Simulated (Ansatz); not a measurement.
# CuBiSeO (P4/nmm): the gap up the ladder of methods, part 2 of 2

Wanted: a ladder of band gaps for CuBiSeO (P4/nmm), from density functionals to G0W0.

Ansatz 0.2.0; density functionals, hybrids and G0W0, plane waves, PAW. Known limits of the many-body steps: finite bands, screening cutoff and k mesh; no spin-orbit coupling in G0W0; band order with spin-orbit coupling not checked; d shells not analysed.

So far. Step 4 (HSE06 on the 4×4×2 mesh): Over mesh and listed points the gap is 1.124 eV, from k = (0.167, 0.167, 0.000) to k = Γ. The least direct gap found is 1.251 eV, at k = (0.000, 0.000, 0.500). On the 4×4×2 mesh alone the same run gives 1.205 eV, so that mesh misses an edge of HSE06: 1.205 − 1.124 = +0.081 eV. HSE06 against r2SCAN: 1.124 − 0.551 = +0.573 eV.

In doubt: masses and optical values from hybrid runs of this build are listed as unsure (step 6), which bears on the screening that GW takes from such a start; one-shot GW on d or f shells is unsure (steps 5, 6), so the values of those runs are not to be relied on.

### Step 6. G0W0@HSE06, 4×4×2 mesh, 409 empty bands, screening to 120 eV, PAW set soft_1 files

This step: G0W0 on HSE06, plane waves, PAW; PAW set soft_1.

File input.yaml:

```yaml
crystal:
  lattice:
    - [3.9221, 0.0, 0.0]
    - [0.0, 3.9221, 0.0]
    - [0.0, 0.0, 8.9133]
  atoms:
    - { symbol: Cu, position: [0.0, 0.0, 0.5] }
    - { symbol: Cu, position: [0.5, 0.5, 0.5] }
    - { symbol: Bi, position: [0.0, 0.5, 0.8600640328] }
    - { symbol: Bi, position: [0.5, 0.0, 0.1399359672] }
    - { symbol: Se, position: [0.5, 0.0, 0.6731283907] }
    - { symbol: Se, position: [0.0, 0.5, 0.3268716093] }
    - { symbol: O, position: [0.5, 0.5, 0.0] }
    - { symbol: O, position: [0.0, 0.0, 0.0] }
kpoints:
  mp_grid: { grid: [4, 4, 2] }
hamiltonian:
  xc: hse06
  pseudopotentials: { kind: paw, azcp: { folder: soft_1 } }
scf:
  occupations: { method: fixed }
gw:
  n_empty_bands: 409
  ecut_chi: 120
  qp_bands: [v2, c2]
  qp_kpoints: band_edges
  screening: { model: contour_deformation }
```

On the command line:

```bash
> ansatz run input.yaml --threads 24 --pin off --max-ram 82944MiB --backend cuda --events-out ev --progress --plain --runs-dir out --devices 1 --max-vram 78GiB
```

Numbers of over 12 decimals in the logs are rounded to 6 here.

Output:

```text
GPUs: using 1 of 1 available (devices: 1).
[...]
Crystal: 8 atoms, lattice volume = 137.112 Å³
Basis set: ecut = 420 eV, 2701 PW (Γ)
Bands: 68, of which v1, the nominal top of the filled ones, is band 56 counted from 1 (55 counted from 0)
Symmetry: 16 space group operations
[...]
k-points: 12 of 32
[...]
1    56     11.5916   -28.5244     3.5998   -25.2634  0.7549    11.9284    11.9304  root
     1    57     12.8431    -9.4795    -3.7843   -13.3114  0.8111    12.8907    12.8907  root
     1    58     12.8662   -13.7434    -2.9388   -16.8796  0.7998    13.0643    13.0637  root
[...]
10    55      9.9128   -43.2027     7.2382   -36.9026  0.6919    10.8295    10.8508  root
    10    56      9.9128   -43.2027     7.2382   -36.9026  0.6919    10.8295    10.8508  root
    10    57     13.2206   -12.7594    -3.0857   -16.0002  0.7997    13.3759    13.3756  root
    10    58     13.2206   -12.7594    -3.0857   -16.0002  0.7997    13.3759    13.3756  root
```

It took 26 s on 1 × NVIDIA GB200 (shared by 2 runs) with 24 threads of Arm Neoverse V2, shared host; peak memory 2.2 GiB.

This step gave:

```yaml
bands_summed: 465
rpa_eps_infinity_on_this_mesh_eigenvalues: 8.724, 11.36, 11.36
plane_waves_in_the_screening_matrix: 419
g0w0_gap_over_the_corrected_points: 0.9346 eV
k_of_the_valence_top: 0, 0.25, -0.5
k_of_the_conduction_bottom: 0, 0, -0.5
starting_gap_on_the_mesh: 1.205 eV
z_at_the_valence_top: 0.7560
z_at_the_conduction_bottom: 0.8111
least_direct_g0w0_gap_over_the_corrected_points: 0.9602 eV
```

Over 10 of 12 irreducible mesh points the G0W0 gap is 0.935 eV, from k = (0.000, 0.250, -0.500) to k = (0.000, 0.000, -0.500). The HSE06 gap of this run on the mesh is 1.205 eV. Other states bound it: the two that bound the G0W0 gap lie 1.207 eV apart in HSE06, so state for state the correction is 0.935 − 1.207 = −0.272 eV, while gap against gap it is 0.935 − 1.205 = −0.270 eV. G0W0@HSE06 against G0W0@r2SCAN with 465 bands (a further run, in the table below): 0.935 − 0.618 = +0.317 eV. The runs also differ in plane-wave cutoff (500 eV and 420 eV), so how much of this comes from the start alone is not known. The program's warnings for this run: metallic iterate.

### Step 7. The ladder

Each gap is the least one over the points named; times are wall times on shared hosts, not benchmarks. A G0W0 time includes the run's own self-consistent start. Runs with listed points see these and the mesh alone, so an edge that moves elsewhere is missed. Rows marked * are further runs, not shown as steps, whose inputs differ from the G0W0 step on the same start in the columns given; solver thresholds can differ too. Symmetry makes (0.000, 0.000, 0.500) and (0.000, 0.000, -0.500) one point.

```
       level   mesh       files, cutoff  bands summed, screening                            points  gap (eV)             valence top       conduction bottom  least direct gap (eV)   time
      r2SCAN  6×6×4  soft_1 PAW, 500 eV                        -                     mesh and path     0.551   (0.167, 0.167, 0.000)   (0.000, 0.000, 0.500)                  0.637    3 s
  r2SCAN+SOC  6×6×4  soft_1 PAW, 500 eV                        -            mesh and listed points     0.223   (0.000, 0.000, 0.500)   (0.000, 0.000, 0.500)                  0.223  3.6 s
       HSE06  4×4×2  soft_1 PAW, 420 eV                        -            mesh and listed points     1.124   (0.167, 0.167, 0.000)                       Γ                  1.251  6.7 s
G0W0@r2SCAN*  4×4×2  soft_1 PAW, 500 eV               200, 60 eV  10 of 12 irreducible mesh points     0.933  (0.000, 0.250, -0.500)  (0.000, 0.000, -0.500)                  0.965  4.1 s
G0W0@r2SCAN*  4×4×2  soft_1 PAW, 500 eV              465, 120 eV  10 of 12 irreducible mesh points     0.618  (0.000, 0.250, -0.500)  (0.000, 0.000, -0.500)                  0.643   12 s
 G0W0@r2SCAN  4×4×2  soft_1 PAW, 500 eV              936, 200 eV  10 of 12 irreducible mesh points     0.561  (0.000, 0.250, -0.500)  (0.000, 0.000, -0.500)                  0.585   25 s
  G0W0@HSE06  4×4×2  soft_1 PAW, 420 eV              465, 120 eV  10 of 12 irreducible mesh points     0.935  (0.000, 0.250, -0.500)  (0.000, 0.000, -0.500)                  0.960   26 s
```

### Step 8. Outcome

| Quantity | Value |
| --- | --- |
| r2SCAN, over mesh and path | 0.551 eV |
| r2SCAN+SOC, over mesh and listed points | 0.223 eV |
| HSE06, over mesh and listed points | 1.124 eV |
| G0W0@r2SCAN (936 bands, 4×4×2), over 10 of 12 irreducible mesh points | 0.561 eV |
| G0W0@HSE06, over 10 of 12 irreducible mesh points | 0.935 eV |
| known limits | finite bands, screening cutoff and k mesh; no spin-orbit coupling in G0W0; band order with spin-orbit coupling not checked; d shells not analysed |

The rows run from 0.223 eV (r2SCAN+SOC) to 1.124 eV (HSE06). They differ in mesh, plane-wave cutoff, bands and screening cutoff of G0W0 and the points over which the gap was sought as well as in level, so only pairs that share these are like for like. No two rows share mesh, files, cutoffs and edge points. G0W0@r2SCAN (936 bands, 4×4×2) moves the gap of its own start on the mesh by 0.561 − 0.588 = −0.027 eV, between the same two levels. Over mesh and path, r2SCAN puts the valence top at k = (0.167, 0.167, 0.000), where no G0W0 correction was computed. The G0W0 gap over the whole zone is therefore not known from this run; at its settings it can only be equal to or under the 0.561 eV found, and no correction is carried over from another point. For the start itself the gap is 0.551 eV over mesh and path and 0.588 eV on the mesh of the G0W0 run, in runs that differ in mesh (6×6×4 and 4×4×2). G0W0@HSE06 moves the gap of its own start on the mesh by 0.935 − 1.205 = −0.270 eV, with other states at the edges (they lie 1.207 eV apart at the start). Over mesh and listed points, HSE06 puts the valence top at k = (0.167, 0.167, 0.000), where no G0W0 correction was computed. The G0W0 gap over the whole zone is therefore not known from this run; at its settings it can only be equal to or under the 0.935 eV found, and no correction is carried over from another point. For the start itself the gap is 1.124 eV over mesh and listed points and 1.205 eV on the mesh of the G0W0 run. What spin-orbit coupling does to the G0W0 levels was not computed, so no sum with the G0W0 gap is formed. For G0W0@r2SCAN: from 200 bands and 60 eV to 936 bands and 200 eV the gap moves by 0.561 − 0.933 = −0.372 eV (rung by rung 0.933, 0.618, 0.561 eV); bands and screening cutoff rise together, so their parts are not told apart. A line in one over the bands through the two highest rungs gives 0.561 + (0.561 − 0.618) × 465 / (936 − 465) = 0.505 eV, and through the pair below 0.618 + (0.618 − 0.933) × 200 / (465 − 200) = 0.380 eV. The two differ by 0.125 eV, not under the 0.030 eV asked, so the law does not hold well over these rungs and the limit is not known. The other G0W0 rows are shown at one basis each (465 bands), so their distance from the limit is not known here. For G0W0@HSE06: the program's warnings for this run: metallic iterate. The G0W0 runs are scalar-relativistic. With heavy atoms and a narrow start gap, spin-orbit coupling can change the order of the bands at the edges; the order was not checked, and the scalar-relativistic G0W0 gap may be a model value. One-shot GW is known to converge slowly in bands for compounds with shallow d shells. The cell holds Cu; the filling of the d shell and its place against the gap were not analysed here. No pair of G0W0 runs that differ in the mesh alone is shown (4×4×2 is a supercell whose nearest images lie 16 Å apart), so the error from the mesh is not known here. G0W0 is shown with one set of atomic data (soft_1 PAW), so the error from the files is not known here.

[Paths, hosts, dates, memory and timing lines, banners, echoed tables and standing remarks are left out of the program output.]

[Logs are printed without paths, hosts, clocks, repeated set-up lines and the standing remarks that a program may print on its own settings, such as how far it seeks lower states.]

[Runs of the session that timed out or met a known fault of the program may be left out.]

[Cells called generated may have been cut or substituted from an entry of the Crystallography Open Database or the Materials Project.]

[Hosts, paths, dates, database ids (printed as entryN), source tags and the programs' standing remarks are cut or masked in the printed files.]

[Where an RPA ε∞ is given, it is that of the G0W0 mesh and is not shown converged in it. Names of k-points follow the symmetry that the program found, which can be lower than the space group named. Band edges on a path are those of the sampled points; other points can move an edge, and change direct to indirect where valleys lie close.]

[Hybrid gaps are those of their k-mesh and are not shown converged in it.]
